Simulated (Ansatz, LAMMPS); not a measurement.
# Gap against volume in amorphous polyethylene with methane (capped chains of 9 units), from a frame at 500 K, (134 atoms)

Density of this cell: 0.836 g/cm³. The cell holds 134 atoms: 42 C and 92 H. Its edges and angles: a = 8.810 Å, b = 12.256 Å, c = 11.325 Å, α = 91.6°, β = 98.1°, γ = 78.6°. The starting structure: 2 polyethylene chains of 9 units with methyl end groups, 2 methane placed at random, at 0.729 g/cm³; overlaps pushed apart, then 20 ps at 800 K with MMFF94 bonds, angles, torsions, charges and radii (Halgren, J. Comput. Chem. 17, 490 (1996)) in harmonic and 12-6 forms. Snapshot after 30 ps at 500 K and fixed volume.

Calculated with Ansatz 0.2.0: Kohn-Sham DFT, PBE+D4, PAW (set soft_2), plane waves; cutoff 420 eV, Γ point, fermi-dirac smearing of 0.025 eV. The relaxed cell was scaled evenly and the atoms were relaxed at each volume. The gap is that between the highest filled and the lowest empty Kohn-Sham level on the run's k-points.

| volume (Å³/atom) | gap (eV) |
| --- | --- |
| 7.9707 | 6.378 |
| 8.3249 | 6.302 |
| 8.5906 | ? |
| 8.8563 | 6.188 |
| 9.1220 | 6.138 |
| 9.3877 | 6.088 |

**Question.** Fit a straight line in ln V to the rows given and interpolate to the withheld row.

**Working.**

A volume deformation potential makes the spacing linear in u = ln(V/V0), with V0 = 8.8563 Å³ the relaxed volume; v is the spacing.

```
u = ln(V/V0)  v (eV)
   -0.105360  6.3785
  -0.0618757  6.3016
           0  6.1884
   0.0295594   6.138
   0.0582688  6.0878
```

With n = 5: mean u = -0.0158815, mean v = 6.21886, Σ(u − ū)² = 0.017937, Σ(u − ū)(v − v̄) = -0.031966. Slope b = -0.031966 / 0.017937 = -1.7821; intercept a = v̄ − b ū = 6.1906.

At the withheld volume u = -0.03046, and v = a + b u.

Prediction at 8.5906: 6.245 eV. The run gave 6.239 eV, so the fit is high by 0.0058 eV (0.094 % of the value).

The slope, -1.78 eV, says that the spacing narrows on expansion. Among the rows given, the largest miss of the fit is at 8.8563, by 0.0022 eV (0.74 % of the range of the table).

Limits: The table spans 16 % in volume, wide for a linear law. Semilocal functionals tend to put gaps under measured ones. Only the Γ point is sampled. Atoms move by up to 1.1 Å in these relaxations, so the structure changes along the series. Defect or tail levels can set the spacing of a disordered cell.

[Logs are printed without paths, hosts, clocks, repeated set-up lines and the standing remarks that a program may print on its own settings, such as how far it seeks lower states.]

[Hosts, paths, dates, database ids (printed as entryN), source tags and the programs' standing remarks are cut or masked in the printed files.]

[The MMFF94 radii named for the starting cell were scaled by 0.96; in molecules described by MMFF94, hydrogen bound to N, O or S took a small fixed 12-6 site in their place.]
